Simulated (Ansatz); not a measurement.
**TiC1-x: cell size against composition**

How does the size of the cell follow the composition?

Calculated with Ansatz 0.2.0, PBEsol, PAW files of the set soft_1, cutoff 600 eV, Fermi–Dirac smearing 0.05 eV, k-mesh 7×7×7, no spin polarisation, no spin-orbit coupling.

Each composition is one ordered cell of the rock salt structure with 8 sites to fill (x is the share of empty C sites), chosen so that its near-neighbour pairs are as close to random as the cell allows, with cell and atoms relaxed. The cell at x = 0.125: a = 6.0641 Å, b = 6.0641 Å, c = 6.0641 Å, α = 60.00°, β = 60.00°, γ = 60.00°.

```csv
atom,x,y,z
Ti,0.0000,0.0000,0.0000
Ti,0.9940,0.9940,0.5060
Ti,0.9940,0.5060,0.9940
Ti,0.9940,0.5060,0.5060
Ti,0.5060,0.9940,0.9940
Ti,0.5060,0.9940,0.5060
Ti,0.5060,0.5060,0.9940
Ti,0.5000,0.5000,0.5000
C,0.2500,0.2500,0.7500
C,0.2500,0.7500,0.2500
C,0.2500,0.7500,0.7500
C,0.7500,0.2500,0.2500
C,0.7500,0.2500,0.7500
C,0.7500,0.7500,0.2500
C,0.7500,0.7500,0.7500
```

| x | formula | space group | volume for each site (Å³) |
| --- | --- | --- | --- |
| 0 | TiC | Fm-3m | 9.888 |
| 0.125 | Ti8C7 | Fm-3m | 9.855 |
| 0.25 | Ti4C3 | Cmmm | 9.832 |
| 0.5 | Ti2C | Imma | 9.621 |

**Question.** Fit the trend and give the value at x = 0.375, a row left out above.

Least squares with y = y0 + y1 x + y2 x² gives y0 = 9.8827, y1 = 0.0293 and y2 = −1.0982. At x = 0.375 this is 9.739 Å³. The run itself gives 9.805 Å³, so the estimate misses by 0.066 Å³, more than the largest misfit of the fitted rows (0.014 Å³). The parabola is an interpolation over the tabulated range alone.

One small ordered cell stands for each composition, so a random alloy may differ.

[Logs are printed without paths, hosts, clocks, repeated set-up lines and the standing remarks that a program may print on its own settings, such as how far it seeks lower states.]
